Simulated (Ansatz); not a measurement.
# Convergence of a linear-scaling basis for generalised stacking fault on (111) (shuffle set) of a GaAs-GaSb solid solution (48 atoms)

Aim: test how closely localised support functions follow the reference on generalised stacking fault on (111) (shuffle set) of a GaAs-GaSb solid solution (48 atoms), and at what cost. A setting counts as converged where the r.m.s. difference of forces stays under 1 % of the r.m.s. force.

Calculated with Ansatz 0.2.0; Kohn-Sham DFT, PBE, PAW (set soft_2), plane waves.

**1. Starting point**

The cell holds 48 atoms: 24 Ga, 10 Sb and 14 As. Cell: a = 8.267 Å, b = 7.159 Å, c = 20.540 Å, α = 90.0°, β = 80.3°, γ = 90.0°. It derives from GaAs and GaSb. Zinc-blende GaAs lattice (a = 5.8453 Å, the value set for the mixture), cell with z along [111], 2 x 1 x 2 periods; the third cell vector is tilted by 0.833 of 1/2[1-10] and lengthened by 0 Å, so the cell holds one fault (shuffle set); displaced by a Gaussian of 0.01 Å; 10 of 24 As sites given to Sb at random (lattice constant by Vegard's rule between GaAs and GaSb).

Before any run, some limits are plain. The host structure and its lattice constant were typed by rule, without a check against the phase diagram. The levels lack spin–orbit coupling, which is large for the heavy elements here.

**2. Plane-wave single point**

The first run fixes the reference, at a cutoff of 420 eV.

The input, input.yaml:

```yaml
crystal:
  lattice:
    - [8.2665, 0.0, 0.0]
    - [0.0, 7.159, 0.0]
    - [3.4444, 0.0, 20.24871]
  atoms:
    - { symbol: Ga, position: [0.36103, 0.49949, 0.93768] }
    - { symbol: Sb, position: [0.72318, 0.4992, 0.06321] }
    - { symbol: Ga, position: [0.70661, 0.83, 0.10396] }
    - { symbol: As, position: [0.65311, 0.83388, 0.2295] }
    - { symbol: Ga, position: [0.86029, 0.49954, 0.93758] }
    - { symbol: As, position: [0.225, 0.4992, 0.06177] }
    - { symbol: Ga, position: [0.20674, 0.82928, 0.10454] }
    - { symbol: As, position: [0.15464, 0.834, 0.22878] }
    - { symbol: Ga, position: [0.1089, 0.99956, 0.93837] }
    - { symbol: As, position: [0.47436, 0.99925, 0.06255] }
    - { symbol: Ga, position: [0.45787, 0.33332, 0.10376] }
    - { symbol: As, position: [0.40539, 0.3356, 0.22934] }
    - { symbol: Ga, position: [0.38596, 0.66593, 0.2709] }
    - { symbol: As, position: [0.3347, 0.66478, 0.39516] }
    - { symbol: Ga, position: [0.63911, 0.16793, 0.27045] }
    - { symbol: Sb, position: [0.58627, 0.16633, 0.39564] }
    - { symbol: Ga, position: [0.56543, 0.49978, 0.43723] }
    - { symbol: Sb, position: [0.51699, 0.49925, 0.56253] }
    - { symbol: Ga, position: [0.50164, 0.83457, 0.6035] }
    - { symbol: Sb, position: [0.44577, 0.83417, 0.7283] }
    - { symbol: Ga, position: [0.61127, 0.99944, 0.93813] }
    - { symbol: Sb, position: [0.97386, 0.00078, 0.06254] }
    - { symbol: Ga, position: [0.955, 0.33452, 0.10452] }
    - { symbol: As, position: [0.90447, 0.33382, 0.22945] }
    - { symbol: Ga, position: [0.88915, 0.6683, 0.26992] }
    - { symbol: Sb, position: [0.83488, 0.66748, 0.3962] }
    - { symbol: Ga, position: [0.13415, 0.16454, 0.27121] }
    - { symbol: As, position: [0.08709, 0.16734, 0.3957] }
    - { symbol: Ga, position: [0.06806, 0.5001, 0.43672] }
    - { symbol: As, position: [0.01613, 0.50078, 0.56304] }
    - { symbol: Ga, position: [0.99929, 0.8358, 0.60407] }
    - { symbol: As, position: [0.94638, 0.83168, 0.72965] }
    - { symbol: Ga, position: [0.31836, 0.99942, 0.43695] }
    - { symbol: As, position: [0.26507, 0.00019, 0.56227] }
    - { symbol: Ga, position: [0.24808, 0.33277, 0.604] }
    - { symbol: As, position: [0.19639, 0.33311, 0.72967] }
    - { symbol: Ga, position: [0.17694, 0.66692, 0.77153] }
    - { symbol: Sb, position: [0.12706, 0.66746, 0.89552] }
    - { symbol: Ga, position: [0.42978, 0.16802, 0.77052] }
    - { symbol: Sb, position: [0.3758, 0.16664, 0.89623] }
    - { symbol: Ga, position: [0.81696, 0.99782, 0.43705] }
    - { symbol: Sb, position: [0.76493, 0.0022, 0.56253] }
    - { symbol: Ga, position: [0.75036, 0.33333, 0.60397] }
    - { symbol: As, position: [0.69515, 0.33141, 0.72925] }
    - { symbol: Ga, position: [0.68076, 0.66722, 0.77169] }
    - { symbol: As, position: [0.62429, 0.66543, 0.89609] }
    - { symbol: Ga, position: [0.92855, 0.16662, 0.77061] }
    - { symbol: Sb, position: [0.87853, 0.16416, 0.8957] }
kpoints:
  mp_grid: { grid: [2, 2, 1] }
hamiltonian:
  xc: pbe
scf:
  occupations: { method: gaussian, width: 0.025 }
output:
  forces: true
  stress: true
  populations: true
  dos:
    method: { smearing: { sigma: 0.08 } }
    de: 0.1
    projected: { site_lists: { As: [As], Ga: [Ga], Sb: [Sb] } }
  eigenvalues: true
  write_density: true
  write_potential: true
  volumetric_format: npy
```

On the command line:

```bash
$ ansatz run input.yaml --threads 4 --pin off --max-ram 8192MiB --backend cpu --events-out ev --progress --plain --runs-dir out
```

Numbers of over 12 decimals in the logs are rounded to 6 here.

What it wrote:

```text
Engine: ansatz 0.2.0, x86_64-unknown-linux-gnu
Pseudopotentials: kind: paw
Pseudopotential: Ga, paw, valence charge 13, recommended cutoff 420 eV (normal), Ga.paw.azcp
Pseudopotential: Sb, paw, valence charge 15, recommended cutoff 420 eV (normal), Sb.paw.azcp
Pseudopotential: As, paw, valence charge 15, recommended cutoff 420 eV (normal), As.paw.azcp
[... 5 lines on functional and potentials left out ...]
Crystal: 48 atoms, lattice volume = 1198.316 Å³
Basis set: ecut = 420 eV, 23385 PW (Γ), exchange–correlation on 120×96×288 points (8 copies of the dense FFT grid, shifted against one another)
Bands: 404, of which v1, the nominal top of the filled ones, is band 336 counted from 1 (335 counted from 0)
Symmetry: 1 space group operations
Space group: P1 (ITA 1), of the structure as read, at distance tolerance 1.1e-4 Å
k-points: 4
[... 7 lines on functional and potentials left out ...]
Initial density: superposition of atomic densities (neutral atoms: chi_scale 0, normalization atom), corrected by the library's trained network
Initial wavefunctions: pseudopotential atomic-orbital guess
Functional: x = pbe(κ = 0.804, μ = 0.219515), c = pbe(β = 0.066725)
SCF iter   1: F=—  HF=-223631.246751 eV  |F-HF|=—  |Δ(HF+E_count)|=         —  Δρ=1.70e-3  dr2=6.10e-2  ethr=1.77e-3  ⟨swp⟩=6.0  Hψ=5874  notcnv=0  defer=2
preconditioner: auto → LDOS  [insulator: Δε(μ)=0.076 eV  Ē_g=14.133 eV  σ=0.025 eV  W_gap=0.97  n_scr=308 (ndim 8)  ℏωp=22.3 eV  f_vac=0.086  D(μ)=2.26/eV (n_scr^D=2)  ε∞_Penn≈3.5  β→1.0]
SCF iter   2: F=—  HF=-223631.226324 eV  |F-HF|=—  |Δ(HF+E_count)|=   2.04e-2  Δρ=1.54e-3  dr2=9.04e-2  ethr=9.07e-6  ⟨swp⟩=2.2  Hψ=2952  notcnv=0  defer=247
SCF iter   3: F=—  HF=-223631.205139 eV  |F-HF|=—  |Δ(HF+E_count)|=   2.12e-2  Δρ=4.45e-4  dr2=1.14e-2  ethr=9.07e-6  ⟨swp⟩=2.2  Hψ=2419  notcnv=0  defer=247
SCF iter   4: F=—  HF=-223631.202245 eV  |F-HF|=—  |Δ(HF+E_count)|=   2.89e-3  Δρ=9.59e-5  dr2=2.65e-4  ethr=1.69e-6  ⟨swp⟩=2.0  Hψ=2433  notcnv=0  defer=247
SCF iter   5: F=—  HF=-223631.202158 eV  |F-HF|=—  |Δ(HF+E_count)|=   8.74e-5  Δρ=4.35e-5  dr2=2.42e-5  ethr=3.95e-8  ⟨swp⟩=2.0  Hψ=2434  notcnv=0  defer=247
SCF iter   6: F=—  HF=-223631.202315 eV  |F-HF|=—  |Δ(HF+E_count)|=   1.57e-4  Δρ=9.79e-6  dr2=1.85e-6  ethr=3.60e-9  ⟨swp⟩=2.0  Hψ=2680  notcnv=0  defer=247
SCF iter   7: F=—  HF=-223631.202315 eV  |F-HF|=—  |Δ(HF+E_count)|=   3.66e-7  Δρ=3.44e-6  dr2=2.53e-7  ethr=2.76e-10  ⟨swp⟩=2.0  Hψ=2706  notcnv=0  defer=247
SCF iter   8: F=-223631.202315 eV  HF=-223631.202315 eV  |F-HF|=1.19e-8  |Δ(HF+E_count)|=   1.01e-7  Δρ=1.10e-6  dr2=3.68e-8  ethr=1.49e-11  ⟨swp⟩=14.2  Hψ=12658  notcnv=0
SCF 1 converged in 8 iterations: F = -223631.202315 eV  dr2 = 3.68e-8
  greatest PAW one-centre occupation: 0.999 electrons in one spin orbital (limit 2), on the As atom at site 45 (counted from 0), in its partial waves of l = 2
SCF converged after 8 iterations
Free energy (F): -223631.202315 eV
Harris-Foulkes:  -223631.202315 eV  (|F-HF|=1.19e-8)
Internal energy: -223631.201175 eV  (E = F + TS)
E sigma→0 (E₀):  -223631.201745 eV
Entropy (-TS):   -0.001140 eV (-0.024 meV/atom)
Fermi energy:    8.203549 eV
--- Per-component energies (eV) ---
  E_band       = -6968.328936
  E_kinetic    = 6307.206481
  E_local      = -94008.268572  (includes V_loc(G=0)·N_el)
  E_nonlocal   = 4436.249259
  E_hartree    = 45676.254858
  E_xc         = -4152.364866
  E_vxc        = -3465.535665  (∫ρ·V_xc dr)
  E_paw        = -119192.157004  (= ΣΔE_a)
  E_vpaw       = -11590.489662  (= ΣTr[D̂ρ^β])
  E_aug_tail   = -0.002627  (compensation charges beyond the density's cutoff)
  E_ewald      = -62698.118704
  E_smearing   = -0.001140  (= −TS)
  E_closure    = 0.000000  (closes the sum)
  Σ components = -223631.202315   (vs F -223631.202315, Δ=0.00e0)
--- Forces (eV/Å), atoms counted from 1 ---
  atom   1  Ga     0.32384308     0.51535832     0.88320328
  atom   2  Sb     0.35839825     0.11465608    -0.84009339
  atom   3  Ga    -1.12185810     0.76657401     0.95166718
  atom   4  As     0.14923587     0.05073860    -0.16120105
  atom   5  Ga    -1.26015563     0.43016940     0.20494494
  atom   6  As     0.58357900     0.03466831    -0.08792990
  atom   7  Ga     0.79378990    -0.50263644     0.34978086
  atom   8  As     0.19351104    -0.05201667    -0.00021466
  atom   9  Ga    -0.06620418    -0.07811014     0.46927083
  atom  10  As     0.52100072     0.00137878    -0.16028244
  atom  11  Ga    -1.30202632    -0.75573353     0.60608441
  atom  12  As    -0.06238092    -0.19902382    -0.11063473
  atom  13  Ga    -0.00643059     0.03799677    -0.02184436
  atom  14  As    -0.04275758     0.13942955     0.10420705
[...]
atom  47  Ga    -0.06022955    -0.07403723    -1.15758620
  atom  48  Sb    -0.15122037     0.22778743    -0.08559396
  max |Σ_I F_I| component: 1.18e-5 eV/Å
--- Stress (GPa, compression-positive) ---
        3.990284       0.003527       0.863384
        0.003527       3.378047      -0.054495
        0.863384      -0.054495       3.016061
  P = ⅓ Tr σ = 3.4615 GPa (34.615 kbar)
--- Band table (eV) ---
  k-point 0: bands = ["-27.2627", "-27.2617", "-27.2453", "-27.2400", [... 388 levels ...], "12.6350", "12.8468", "13.1032", "13.1397", "13.2110", "13.2299", "13.2492", "13.2851", "13.2960", "13.3692", "13.4131", "13.4874"]
[...]
--- Löwdin populations: 48 sites ---
  site symbol       q [e]
     0     Ga     13.1315
     1     Sb     14.6170
     2     Ga     13.1353
[...]
47     Sb     14.6054
  spilling = 0.001512 (of n_electrons = 672.000000)
```

It took 29 s on 4 threads of AMD EPYC 9R45, shared host; peak memory 5.3 GiB.

Reading the cycles: dr2 is the Hartree energy of the density residual (eV), the measure of convergence; HF is the Harris–Foulkes estimate of the energy, which meets the free energy F at convergence.

The program notes that it cut back its work space to fit the memory limit.

Numbers from this run:

```
free energy                             : -223631.2023 eV
free energy per atom                    : -4658.9834 eV/atom
SCF cycles                              : 8
pressure                                : 3.461 GPa
r.m.s. force component                  : 0.5145 eV/Å
longest force                           : 1.659 eV/Å
Fermi energy                            : 8.204 eV
levels partly filled by over 2 per cent : 2
spilling of the projection              : 0.001512
```

The r.m.s. force component of 0.51 eV/Å and the pressure of 3.5 GPa set the scale for the differences below.

**3. Support functions medium**

With localised support functions most steps grow linearly with size, though the diagonalisation grows faster unless the density matrix is cut; this run measures error and cost at this size. The level medium gives here a grid of 48×36×90 points and a radius of 4.37 Å.

This step: Kohn-Sham DFT, PBE, PAW (set soft_2), localised support functions (medium) (Ansatz 0.2.0).

input.yaml, the sections that differ from step 2:

```yaml
scf:
  occupations: { method: gaussian, width: 0.025 }
  eigensolver: { kind: { support_functions: { accuracy: medium } } }
  mixing: { beta: 0.4 }
  max_iter: 150
output:
  forces: true
# crystal, kpoints, hamiltonian: as in step 2
```

What it wrote:

```text
Warning: scf.eigensolver.kind.support_functions: disabling space-group detection — the functions' gradient is summed over unrotated k-points, so no spatial operation reduces the k-mesh or symmetrises the density; time reversal is kept, so that k and −k are solved as one point where they differ and the mesh holds both, and exact exchange and, on two spinor components, a DFT+U term hold to it where the run has them: [...]
settings of this run that can trade accuracy for cost: scf.eigensolver.kind.support_functions [...]
[...]
Crystal: 48 atoms, lattice volume = 1198.316 Å³
Basis set: ecut = 420 eV, 23385 PW (Γ), exchange–correlation on 120×96×288 points (8 copies of the dense FFT grid, shifted against one another)
Bands: 404, of which v1, the nominal top of the filled ones, is band 336 counted from 1 (335 counted from 0)
Symmetry: 1 space group operations
k-points: 4
[...]
Eigensolver: Support functions (medium, 48×36×90 points, laid for a spacing of at most 0.228497 Å, radius 4.366879 Å, 3 species' potentials softened for the grid, 2 wholly corrected for its errors in the mean over positions, 3 with the egg-box correction, energy correction by stochastic trace)
[...]
SCF iter   1: F=—  HF=-223613.292077 eV  |F-HF|=—  |Δ(HF+E_count)|=         —  Δρ=3.02e-2  dr2=8.42e0  ethr=1.00e-1
[...]
SCF iter  13: F=—  HF=-223631.247983 eV  |F-HF|=—  |Δ(HF+E_count)|=   1.18e-3  Δρ=8.82e-6  dr2=9.98e-7  ethr=6.01e-10  κ⁻¹=1.2e-7(r=7)
SCF iter  14: F=-223631.247983 eV  HF=-223631.247982 eV  |F-HF|=9.02e-7  |Δ(HF+E_count)|=   8.07e-7  Δρ=7.09e-6  dr2=4.61e-7  ethr=1.49e-10
SCF 1 converged in 14 iterations: F = -223631.274689 eV  dr2 = 4.61e-7
[...]
SCF converged after 14 iterations
Stability not checked: this state was not tested for a lower state beside it, because the mixer in use, unlike msr1, does not test its closes by its own steps (another_mixer; see scf.mixing.algorithm and scf.lower_state_search)
Free energy (F): -223631.274689 eV
[...]
Internal energy: -223631.273634 eV  (E = F + TS)
E sigma→0 (E₀):  -223631.274162 eV
Entropy (-TS):   -0.001055 eV (-0.022 meV/atom)
Fermi energy:    8.203795 eV
[...]
Σ components = -223631.274689   (vs F -223631.274689, Δ=0.00e0)
--- Forces (eV/Å), atoms counted from 1 ---
  atom   1  Ga     0.32386935     0.51534834     0.88379080
  atom   2  Sb     0.35824940     0.11513227    -0.84010677
  atom   3  Ga    -1.12207392     0.76673790     0.95204352
  atom   4  As     0.14980806     0.05082670    -0.16167693
[...]
atom  48  Sb    -0.15168671     0.22822533    -0.08635223
  max |Σ_I F_I| component: 9.60e-3 eV/Å
--- Band table (eV) ---
[...]
guard bands above this table: 59 of the run's 404 bands (output.publish_guard_bands: true publishes all)
[...]
```

Elapsed: 70 s, on 4 threads; peak memory 3.5 GiB; 4.5 min of CPU time.

The program notes that the band table was not solved further than the SCF left it, the correction for the support functions is uncertain and it switched symmetry off.

Keys that differ from the reference: support_functions.accuracy = "medium", scf.max_iter = 150 and scf.mixing.beta = 0.4.

Forces differ from the reference by 0.54 meV/Å r.m.s., 0.11 % of their size, well within a tolerance of 1 %; the energy by -1.5 meV/atom. It took 70 s and 14 cycles; the reference's time can't be set against it, since the two runs asked for unlike analyses. The two runs also began from different starting densities, which bears on cycles and time.

**4. Support functions low**

The level low is asked for. Here it resolves to the same grid and radius as in the run with support functions medium, so the basis is not new.

This step: Kohn-Sham DFT, PBE, PAW (set soft_2), localised support functions (low) (Ansatz 0.2.0).

input.yaml, the sections that differ from step 3:

```yaml
scf:
  occupations: { method: gaussian, width: 0.025 }
  eigensolver: { kind: { support_functions: { accuracy: low } } }
  mixing: { beta: 0.4 }
  max_iter: 150
# crystal, kpoints, hamiltonian, output: as in step 3
```

What it wrote:

```text
[...]
Crystal: 48 atoms, lattice volume = 1198.316 Å³
Basis set: ecut = 420 eV, 23385 PW (Γ), exchange–correlation on 120×96×288 points (8 copies of the dense FFT grid, shifted against one another)
Bands: 404, of which v1, the nominal top of the filled ones, is band 336 counted from 1 (335 counted from 0)
Symmetry: 1 space group operations
k-points: 4
[...]
Eigensolver: Support functions (low, 48×36×90 points, laid for a spacing of at most 0.228497 Å, radius 4.366879 Å, 3 species' potentials softened for the grid, 2 wholly corrected for its errors in the mean over positions, 3 with the egg-box correction, energy correction by stochastic trace)
[...]
SCF iter   1: F=—  HF=-223613.292077 eV  |F-HF|=—  |Δ(HF+E_count)|=         —  Δρ=3.02e-2  dr2=8.42e0  ethr=1.00e-1
[...]
SCF iter  11: F=—  HF=-223631.245411 eV  |F-HF|=—  |Δ(HF+E_count)|=   1.69e-3  Δρ=3.18e-5  dr2=1.30e-5  ethr=8.65e-9  κ⁻¹=2.5e-7(r=7)
SCF iter  12: F=-223631.246805 eV  HF=-223631.246805 eV  |F-HF|=6.98e-10  |Δ(HF+E_count)|=   1.39e-3  Δρ=1.93e-5  dr2=4.04e-6  ethr=1.94e-9
SCF 1 converged in 12 iterations: F = -223631.274684 eV  dr2 = 4.04e-6
[...]
SCF converged after 12 iterations
[...]
Free energy (F): -223631.274684 eV
[...]
Internal energy: -223631.273641 eV  (E = F + TS)
E sigma→0 (E₀):  -223631.274162 eV
Entropy (-TS):   -0.001043 eV (-0.022 meV/atom)
Fermi energy:    8.203726 eV
[...]
Σ components = -223631.274684   (vs F -223631.274684, Δ=0.00e0)
--- Forces (eV/Å), atoms counted from 1 ---
  atom   1  Ga     0.32384543     0.51540445     0.88387838
  atom   2  Sb     0.35825930     0.11503341    -0.84020105
  atom   3  Ga    -1.12216136     0.76679134     0.95204997
  atom   4  As     0.14987169     0.05079641    -0.16161741
[...]
atom  48  Sb    -0.15158186     0.22818848    -0.08640821
  max |Σ_I F_I| component: 1.04e-2 eV/Å
--- Band table (eV) ---
[...]
```

Run time: 68 s. Hardware: 4 threads; peak memory 3.5 GiB.

Keys that differ from the reference: support_functions.accuracy = "low", scf.max_iter = 150 and scf.mixing.beta = 0.4.

Forces differ from the reference by 0.56 meV/Å r.m.s., 0.11 % of their size, well within a tolerance of 1 %; the energy by -1.5 meV/atom. It took 68 s and 12 cycles; the reference's time can't be set against it, since the two runs asked for unlike analyses. The two runs also began from different starting densities, which bears on cycles and time.

[end of part 1 of 3]

[Logs are printed without paths, hosts, clocks, repeated set-up lines and the standing remarks that a program may print on its own settings, such as how far it seeks lower states.]

[Hosts, paths, dates, database ids (printed as entryN), source tags and the programs' standing remarks are cut or masked in the printed files.]
